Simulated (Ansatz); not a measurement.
# Na_Ca in CaO (Fm-3m): charge-transition levels and formation energies

Wanted: the transition levels of a substitutional impurity in CaO (Fm-3m), from a cell of 54 host atoms with 1 Ca taken out and 1 Na put in.

Calculated with Ansatz 0.2.0; place-levels on r2SCAN runs: charge-transition levels and formation energies with image-charge correction and potential alignment at the atomic sites; PAW set soft_1.

### Step 1. Starting point

The cell holds 54 atoms: 26 Ca, 27 O and 1 Na. Cell: a = 10.173 Å, b = 10.173 Å, c = 10.173 Å, α = 60.0°, β = 60.0°, γ = 60.0°. It derives from CaO (space group Fm-3m). Nearest the centre at fractional (0.667, 0.667, 0.333): Na51 at 0.00 Å, O28 at 2.40 Å, O44 at 2.40 Å, O32 at 2.40 Å, O34 at 2.40 Å, O46 at 2.40 Å, O50 at 2.40 Å, Ca21 at 3.39 Å.

The host's dielectric constants go in as inputs: 3.85 for the electrons alone, 16.67 with the ions, computed on the host (DFPT, PBEsol, on the r2SCAN cell), and a cell off the functional's own equilibrium shifts the ionic part.

The cell's shortest repeat is 10.2 Å.

### Step 2. The runs of each charge state

A transition level is the Fermi level at which two charge states cost the same, so each charge needs its own total energy, at its own relaxed structure.

Random displacements of about 0.05 Å break the site symmetry at the start, so that the relaxation can reach a distorted minimum if there is one. Forces are taken at one point at (¼, ¼, ¼). The cell holds 1 electron more than the neutral one, with a uniform background that keeps it neutral on the whole.

The sampling was tested on the host first: at the k-points planned (1x1x1 shifted 0.25 0.25 0.25) its energy lies 0.005 eV an atom from the dense-mesh value, under the bound of 0.02 eV set for this test; that bounds the host's error, not the defect's.

One state's input; the others differ in charge, spin, start and seed, and in occupations where the table says so.

File qm1.relax/input.yaml:

```yaml
crystal:
  lattice:
    - [0.0, 7.19307716, 7.19307716]
    - [7.19307716, 0.0, 7.19307716]
    - [7.19307716, 7.19307716, 0.0]
  atoms:
    - { symbol: Ca, position: [0.0, 0.0, 0.0] }
    - { symbol: O, position: [0.16666667, 0.16666667, 0.16666667] }
[... 6 atom lines left out ...]
    - { symbol: Ca, position: [0.0, 0.33333333, 0.33333333] }
[... 3 atom lines left out ...]
    - { symbol: Ca, position: [0.0, 0.66666667, 0.0] }
[... 1 atom line left out ...]
    - { symbol: Ca, position: [0.0, 0.66666667, 0.33333333] }
[... 5 atom lines left out ...]
    - { symbol: Ca, position: [0.33333333, 0.0, 0.33333333] }
[... 4 atom lines left out ...]
    - { symbol: O, position: [0.5, 0.5, 0.16666667] }
[... 1 atom line left out ...]
    - { symbol: O, position: [0.5, 0.5, 0.5] }
[... 3 atom lines left out ...]
    - { symbol: O, position: [0.5, 0.83333333, 0.16666667] }
    - { symbol: Ca, position: [0.33333333, 0.66666667, 0.33333333] }
    - { symbol: O, position: [0.5, 0.83333333, 0.5] }
    - { symbol: Ca, position: [0.33333333, 0.66666667, 0.66666667] }
[... 1 atom line left out ...]
    - { symbol: Ca, position: [0.66666667, 0.0, 0.0] }
[... 1 atom line left out ...]
    - { symbol: Ca, position: [0.66666667, 0.0, 0.33333333] }
[... 4 atom lines left out ...]
    - { symbol: O, position: [0.83333333, 0.5, 0.16666667] }
    - { symbol: Ca, position: [0.66666667, 0.33333333, 0.33333333] }
    - { symbol: O, position: [0.83333333, 0.5, 0.5] }
    - { symbol: Ca, position: [0.66666667, 0.33333333, 0.66666667] }
[... 1 atom line left out ...]
    - { symbol: Ca, position: [0.66666667, 0.66666667, 0.0] }
    - { symbol: O, position: [0.83333333, 0.83333333, 0.16666667] }
    - { symbol: Na, position: [0.66666667, 0.66666667, 0.33333333] }
[... 1 atom line left out ...]
    - { symbol: Ca, position: [0.66666667, 0.66666667, 0.66666667] }
    - { symbol: O, position: [0.83333333, 0.83333333, 0.83333333] }
  host:
    repeats: [3, 3, 3]
    atoms:
      - { symbol: Ca, position: [0.0, 0.0, 0.0] }
      - { symbol: O, position: [0.5, 0.5, 0.5] }
total_charge: -1
basis:
  ecutwfc: 500
  xc_grid: 2
hamiltonian:
  xc: r2scan
  pseudopotentials: { kind: paw, azcp: { folder: soft_1 } }
kpoints:
  mp_grid: { grid: [1, 1, 1], shift: [0.25, 0.25, 0.25] }
scf:
  occupations: { method: fixed }
  max_iter: 80
output:
  forces: true
  charged_corrections:
    epsilon: 3.85
    static_epsilon: 16.67
    defect_position: [0.666667, 0.666667, 0.333333]
relax:
  f_tol: 0.02
  max_steps: 80
  random_displacement: { amplitude: 0.05, seed: 2958 }
checkpoint:
  write: "../qm1.relax.run"
  compress: false
  write_wavefunctions: true
  write_every: 100000
```

Started as:

```console
$ ansatz run input.yaml --threads 8 --pin off --max-ram 15073MiB --backend cpu --events-out ev --progress --plain --runs-dir out
```

The relaxed structure is kept and the sampling changed to a 2×2×2 shifted mesh.

The run of this state that the levels use, under r2SCAN:

File qm1.point/input.yaml:

```yaml
crystal:
  checkpoint: "../qm1.relax.run"
  host: checkpoint
total_charge: -1
basis:
  ecutwfc: 500
  xc_grid: 2
hamiltonian:
  xc: r2scan
  pseudopotentials: { kind: paw, azcp: { folder: soft_1 } }
kpoints:
  mp_grid: { grid: [2, 2, 2], shift: [0.5, 0.5, 0.5] }
scf:
  occupations: { method: fermi_dirac, width: 0.01 }
  max_iter: 80
output:
  forces: true
  eigenvalues: true
  charged_corrections:
    epsilon: 3.85
    static_epsilon: 16.67
    defect_position: [0.666667, 0.666667, 0.333333]
  eigenstates: { localisation: true }
  populations: true
  band_densities: [{ bands: [v1, v1] }, { bands: [c1, c1] }]
  write_density: true
  write_potential: true
  volumetric_format: npy
checkpoint:
  read: "../qm1.relax.run"
  write: "../qm1.point.run"
  compress: false
  write_wavefunctions: false
  write_every: 100000
```

Relaxations under r2SCAN at one point at (¼, ¼, ¼); times on 8 threads of Arm Neoverse N1, shared host:

| charge | moment (μB) | occupations | outcome | steps | largest displacement against the far atoms (Å) | time |
| --- | --- | --- | --- | --- | --- | --- |
| −1 | 0 | fixed | converged | 5 | 0.08 | 80 s |
| 0 | 1 | fixed | converged | 4 | 0.08 | 3.7 min |
| +1 | 0 | fixed | not converged | - | - | 73 s |
| +1 | 0 | fermi-dirac | converged | 4 | 0.08 | 98 s |
| +1 | 2 | fixed | converged | 4 | 0.08 | 2.9 min |

Single points under r2SCAN at a 2×2×2 shifted mesh; times on 8 threads of Arm Neoverse N1, shared host:

| charge | moment (μB) | occupations | outcome | time |
| --- | --- | --- | --- | --- |
| −1 | 0 | fermi-dirac | converged | 85 s |
| 0 | 1 | fermi-dirac | converged | 4.1 min |
| +1 | 0 | fermi-dirac | converged | 1.7 min |
| +1 | 2 | fermi-dirac | converged | 4.1 min |

Distances (Å) from Na51 to the nearest atoms after relaxation with r2SCAN:

| charge | moment (μB) | 1. | 2. | 3. | 4. | 5. | 6. |
| --- | --- | --- | --- | --- | --- | --- | --- |
| −1 | 0 | O 2.48 | O 2.48 | O 2.48 | O 2.48 | O 2.48 | O 2.48 |
| 0 | 1 | O 2.47 | O 2.48 | O 2.48 | O 2.48 | O 2.48 | O 2.48 |
| +1 | 0 | O 2.48 | O 2.48 | O 2.48 | O 2.48 | O 2.48 | O 2.48 |
| +1 | 2 | O 2.48 | O 2.48 | O 2.48 | O 2.48 | O 2.48 | O 2.48 |

### Step 3. Placing the levels, r2SCAN

A charged cell interacts with its images and the background, and its potential has another zero than the host's. place-levels removes the first by a point-charge model, screened by the static dielectric constant since the ions have relaxed around the charge, and the second by comparing potentials at atoms far from the defect.

The host is a run of the defect-free crystal in the same cutoffs, grids and k-points, so that basis and sampling errors cancel in part in the differences. The host is run in a cell of 2 atoms on a matching mesh. Its band edges are searched through the zone by a band path, so the gap is smaller than, or equal to, that on the mesh. Chemical potentials are energies per atom of Ca (fcc) and Na (bcc), run with the same functional and cutoff.

File levels.point.yaml:

```yaml
host:
  run: host.point.run
states: [qm1.point.run, q0_M1.point.run, qp1.point.run, qp1_M2.point.run]
geometry_from:
  qm1.point.run: qm1.relax.run
  q0_M1.point.run: q0_M1.relax.run
  qp1.point.run: qp1.relax_smeared.run
  qp1_M2.point.run: qp1_M2.relax.run
chemical_potentials:
  Ca:
    energy: -1821.671293
    dataset: <sha256 of the dataset>
  Na:
    energy: -1488.616329
    dataset: <sha256 of the dataset>
epsilon: 3.85
static_epsilon: 16.67
vertical:
  - { from: qm1.point.run, to: qm1.point_neutral.run }
  - { from: qp1.point.run, to: qp1.point_neutral.run }
  - { from: qp1_M2.point.run, to: qp1_M2.point_neutral.run }
```

Started as:

```console
$ ansatz place-levels levels.point.yaml -- --threads 8 --pin off --max-ram 15073MiB
```

Numbers of over 12 decimals in the logs are rounded to 6 here.

The log of the run:

```text
[... repeated set-up lines and file paths are left out, and long positions are rounded to six places ...]
(+1/0) 0.000 eV above the valence edge (-0.161 eV without the band-filling correction), 4.197 eV under the conduction edge
(0/-1) 0.042 eV above the valence edge, 4.155 eV under the conduction edge
formation energy of charge +1: +4.851 eV with the Fermi level at the valence edge
formation energy of charge 0: +4.851 eV with the Fermi level at the valence edge
formation energy of charge -1: +4.894 eV with the Fermi level at the valence edge
vertical -1 to 0: no energy, since no alignment is typed
  the change from vertical[0].from (qm1.point.run) to vertical[0].to (qm1.point_neutral.run): by its potential at epsilon 3.85 it stands at 0.668 0.667 0.333, with an rms radius of about 6.8 Å (4.0 3.9 3.9 Å across the planes of the cell's vectors); [...]
vertical +1 to 0: no energy, since no alignment is typed
  the change from vertical[1].from (qp1.point.run) to vertical[1].to (qp1.point_neutral.run): by its potential at epsilon 3.85 it is spread over the cell along a vector, with an rms radius of about 6.9 Å (4.0 4.0 4.0 Å across the planes of the cell's [...]
vertical +1 to 0: no energy, since no alignment is typed
  the change from vertical[2].from (qp1_M2.point.run) to vertical[2].to (qp1_M2.point_neutral.run): by its potential at epsilon 3.85 it stands at 0.670 0.667 0.335, with an rms radius of about 6.6 Å (3.8 3.8 3.8 Å across the planes of the cell's vectors); [...]
  edges by r2scan, gap 4.197 eV; the host is sampled to repeats of 20.35 Å
  the defect's cells are sampled to repeats of 20.35 Å, like sampling
  charge +1: -64309.9004 eV with its correction of -0.246 eV, at epsilon 16.67, aligned at sites: -0.3832 eV, mean over 21 atomic sites at or beyond 5.09 Å from the defect at [0.6667, 0.6667, 0.3333], with -0.000000 for the charge's moments and without [...]
  states[2] (qp1.point.run): levels filled in part (TS 0.015 eV): its energy is of no whole electron's
  charge 0: +0.000 eV for its dipole among its images, +0.000 omitted
  states[1] (q0_M1.point.run): levels filled in part (TS 0.005 eV): its energy is of no whole electron's
  charge -1: -64295.1455 eV with its correction of +0.335 eV, at epsilon 16.67, aligned at sites: -0.1975 eV, mean over 21 atomic sites at or beyond 5.09 Å from the defect at [0.6667, 0.6667, 0.3333], with -0.000000 for the charge's moments and without [...]
  charge +1: states[3] (qp1_M2.point.run) stands 0.003 eV higher, with a moment of 2.00 μB against 0.00
  states[3] (qp1_M2.point.run): levels filled in part (TS 0.005 eV): its energy is of no whole electron's
  of states[2] (qp1.point.run): how wide its charge is, is not read beside other atoms or cores, and a band state would take no correction. [...]
  of states[1] (q0_M1.point.run): its alignment with the host at atomic sites is doubtful: the cell is too small to show whether the defect's potential has decayed: take a larger one; stability_check_not_made
  of states[0] (qm1.point.run): it parts from the run at its places by a charge that spreads by about 4 Å along one vector (1.4 Å or more is wide), by its potential at epsilon 3.85, taken for that of held ions (one typed too small widens it), where the cell [...]
  of states[3] (qp1_M2.point.run): it parts from the run at its places by a charge that spreads by about 3.8 Å along one vector (1.4 Å or more is wide), by its potential at epsilon 3.85, taken for that of held ions (one typed too small widens it), where the [...]
  of vertical[0].from (qm1.point.run): it parts from the run at its places by a charge that spreads by about 4 Å along one vector (1.4 Å or more is wide), by its potential at epsilon 3.85, taken for that of held ions (one typed too small widens it), where the [...]
  vertical[0].to (qm1.point_neutral.run): levels filled in part (TS 0.005 eV): its energy is of no whole electron's
  of vertical[0].to (qm1.point_neutral.run): stability_check_not_made
  vertical[1].from (qp1.point.run): levels filled in part (TS 0.015 eV): its energy is of no whole electron's
  of vertical[1].from (qp1.point.run): it parts from the run at its places by a charge that spreads by about 4 Å along one vector (1.4 Å or more is wide), by its potential at epsilon 3.85, taken for that of held ions (one typed too small widens it), where the [...]
  vertical[1].to (qp1.point_neutral.run): levels filled in part (TS 0.005 eV): its energy is of no whole electron's
  of vertical[1].to (qp1.point_neutral.run): stability_check_not_made
  vertical[2].from (qp1_M2.point.run): levels filled in part (TS 0.005 eV): its energy is of no whole electron's
  of vertical[2].from (qp1_M2.point.run): stability_check_not_made; [...]
  vertical[2].to (qp1_M2.point_neutral.run): levels filled in part (TS 0.005 eV): its energy is of no whole electron's
  of vertical[2].to (qp1_M2.point_neutral.run): stability_check_not_made
```

The job ended after 0.7 s (8 threads of Arm Neoverse N1, shared host).

Levels between the charges placed, in eV above the valence top:

|  | gap (eV) | (+1/0) | (0/−1) |
| --- | --- | --- | --- |
| r2SCAN | 4.20 | 0.00 | 0.04 |

Corrections by state:

| charge | moment (μB) | image terms and alignment (eV) | band filling (eV) | ε used | over the lowest of its charge, as the program ranks them, band filling apart (eV) |
| --- | --- | --- | --- | --- | --- |
| +1 | 0.0 | -0.246 | -0.161 | 16.67 | 0.000 |
| 0 | 1.0 | 0.000 | - | - | 0.000 |
| −1 | 0.0 | 0.335 | - | 16.67 | 0.000 |
| +1 | 2.0 | -0.238 | - | 16.67 | 0.003 |

The charged structures listed were also run neutral, and place-levels reads from each pair, by the potential or the spins, how wide the charge is by which they differ; that can be the carrier of either run.

| charge | rms radius (Å) | spread where it is widest against the cell (Å) | wide from (Å) | reading |
| --- | --- | --- | --- | --- |
| +1 | 6.9 | 4.01 | 1.44 | wide |
| −1 | 6.8 | 3.96 | 1.44 | wide |

The neutral runs of these pairs need not share the spin of the lowest neutral state, and very wide values only mean spread over the cell.

From the program's caveats on the states, each cut to its opening words:

- charge +1: how wide its charge is, is not read beside other atoms or cores, and a band state would take no correction
- charge +1: a band-filling correction moves a carrier to the host's band edge, which changes its energy by -0.161 eV
- charge +1, 0 (1 μB), −1, +1 (2 μB): its alignment with the host at atomic sites is doubtful: the cell is too small to show whether the defect's potential has decayed: take a larger one
- charge 0 (1 μB), +1 (2 μB): flagged: stability check not made
- charge −1: it parts from the run at its places by a charge that spreads by about 4 Å along one vector (1.4 Å or more is wide), by its potential at epsilon 3.85, taken for [...]
- charge +1 (2 μB): it parts from the run at its places by a charge that spreads by about 3.8 Å along one vector (1.4 Å or more is wide), by its potential at epsilon 3.85, taken [...]

The host's formation energy from the elements is -3.216 eV per atom; it sets how far the chemical potentials can move.

Limit set by the element alone; other compounds of these elements are not counted. Chemical potentials from the elements' reference states: Ca 0.00 eV, O -6.43 eV, Na 0.00 eV. Formation energies (Ca-rich), with the Fermi level at the valence top and at the conduction bottom (gap 4.20 eV):

| charge | at valence top (eV) | at conduction bottom (eV) | correction included (eV) |
| --- | --- | --- | --- |
| +1 | 4.85 | 9.05 | -0.41 |
| 0 | 4.85 | 4.85 | 0.00 |
| −1 | 4.89 | 0.70 | 0.34 |

```tsv
Fermi level (eV)	lowest formation energy (eV)
0.00	4.85
0.38	4.51
0.76	4.13
1.14	3.75
1.53	3.37
1.91	2.99
2.29	2.60
2.67	2.22
3.05	1.84
3.43	1.46
3.82	1.08
4.20	0.70
```

Limit set by the element alone; other compounds of these elements are not counted. Chemical potentials from the elements' reference states: O 0.00 eV, Ca -6.43 eV, Na 0.00 eV. Formation energies (O-rich), with the Fermi level at the valence top and at the conduction bottom (gap 4.20 eV):

| charge | at valence top (eV) | at conduction bottom (eV) | correction included (eV) |
| --- | --- | --- | --- |
| +1 | -1.58 | 2.62 | -0.41 |
| 0 | -1.58 | -1.58 | 0.00 |
| −1 | -1.54 | -5.74 | 0.34 |

Fermi level (eV), lowest formation energy (eV) and a bar from the least value:
```
     0.00      -1.58 ##############################
     0.38      -1.92 ############################
     0.76      -2.30 #########################
     1.14      -2.68 ######################
     1.53      -3.06 ###################
     1.91      -3.45 #################
     2.29      -3.83 ##############
     2.67      -4.21 ###########
     3.05      -4.59 ########
     3.43      -4.97 ######
     3.82      -5.36 ###
     4.20      -5.74
```

### Step 4. Outcome

```
gap of the host                                                          : 4.20 eV (r2SCAN)
level (plus 1/0)                                                         : 0.00 eV above the valence top (-0.16 eV above the valence top without the band-filling term)
level (0/minus 1)                                                        : 0.04 eV above the valence top
lowest of the charges placed, just above the valence top (0.02 eV)       : 0
lowest of the charges placed, just below the conduction bottom (0.02 eV) : −1
lowest formation energy at mid-gap of the charges run, Ca-rich           : 2.79 eV
lowest formation energy at mid-gap of the charges run, O-rich            : -3.64 eV
```

Of the charges placed (−1, 0 and +1), the lowest changes at 0.04 eV (0/−1) above the valence top, in a gap of 4.20 eV. (0/−1) lies nearer to a band edge than the share of the finite-size correction in it (0.34 eV), and that correction holds for a localised charge alone. (0/−1) lies 0.04 eV from a band edge, less than the doubt on such levels. Charges below −1 were not placed, so these runs say nothing of levels that involve them. States placed: +1 at 0 μB and 2 μB; 0 at 1 μB; −1 at 0 μB. Other spin states or structures, where not listed, weren't placed. The program finds carriers beyond a band edge of the host and adds a band-filling term at charge +1 (-0.16 eV); steps to such a charge show no bound level, and a defect level inside a band would be read the same way. Na is taken at its element; compounds, which aren't counted here, bound the chemical potentials and would shift these formation energies. The lowest formation energy (O-rich) is negative across the gap, so the defect would form by itself: these chemical potentials lie beyond what competing compounds allow, or the host is unstable against it. The program doubts the alignment of potentials for at least one state, a sign that the cell is small. Keep in mind: r2SCAN makes the gap too small and tends to spread out bound carriers; where a gas molecule sets a chemical potential or the host's formation energy, its binding is uncorrected.

[Logs are printed without paths, hosts, clocks, repeated set-up lines and the standing remarks that a program may print on its own settings, such as how far it seeks lower states.]

[Hosts, paths, dates, database ids (printed as entryN), source tags and the programs' standing remarks are cut or masked in the printed files.]

[Where a table of states has a column of steps, it counts the stored structures, which are thinned; the runs took as many ionic steps or more.]

[A defect's name tells the site on which it was built; relaxed atoms can leave that site.]

[For some hosts the program warned that the k-mesh of the response run may be too coarse for force constants and the static dielectric constant; such warnings are not shown here.]
